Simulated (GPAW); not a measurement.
Two runs for the B K edge of atom 3 in CrB (Cmcm). Run A: GPAW, LDA, excited-electron core hole (neutral cell), 28-atom cell with 6.6 Å between holes, 4×4×4 k points, dipole transitions, Gaussian full width 0.9 eV up to 4 eV, rising linearly to 3.5 eV at 25 eV. Run B has a fault in its input.

Energy from the lowest empty level; intensity scaled to a mean of 1 over the first 20 eV:

```csv
E (eV),A,B
-2.00,0.00,0.00
-1.25,0.00,0.00
-0.50,0.05,0.05
0.25,0.46,0.34
1.00,0.87,0.46
1.75,1.02,0.71
2.50,1.21,1.04
3.25,1.64,1.18
4.00,1.51,1.20
4.75,1.34,1.28
5.50,0.99,1.18
6.25,0.73,1.27
7.00,1.25,1.24
7.75,1.55,1.10
8.50,1.31,1.10
9.25,1.24,1.17
10.00,1.21,1.14
10.75,1.16,1.13
11.50,1.03,1.09
12.25,0.89,1.08
13.00,0.86,1.06
13.75,0.87,1.04
14.50,0.82,1.01
15.25,0.74,0.98
16.00,0.72,0.95
16.75,0.72,0.92
17.50,0.71,0.88
18.25,0.67,0.81
19.00,0.64,0.74
19.75,0.62,0.66
20.50,0.57,0.60
21.25,0.48,0.54
22.00,0.40,0.51
22.75,0.36,0.50
23.50,0.37,0.50
24.25,0.41,0.51
25.00,0.45,0.53
25.75,0.48,0.55
26.50,0.51,0.57
27.25,0.54,0.60
```

**Question.** What went wrong in run B?

The cutoff is far too low. The scaled spectrum changes by 23 % r.m.s. Another feature, at 4.5 eV (1.30), becomes the highest below 16 eV; the one at 3.3 eV (1.65) is now at 3.0 eV (1.20). Other settings could leave a like mark; this is the one that was changed.

[Banner, clock and machine lines of the logs are left out without a mark of their own.]

[Logs are printed without paths, hosts, clocks, repeated set-up lines and the standing remarks that a program may print on its own settings, such as how far it seeks lower states.]

[Hosts, paths, dates, database ids (printed as entryN), source tags and the programs' standing remarks are cut or masked in the printed files.]

[Lists of maxima count a maximum above −3 eV only where it reaches 4 % of the highest in the window and stands out from its surroundings by 2 % of it (1.5 % where it reaches 55 %); shoulders and weaker maxima are passed over, and of the rest the first, up to two pre-edge ones and the few strongest are named.]
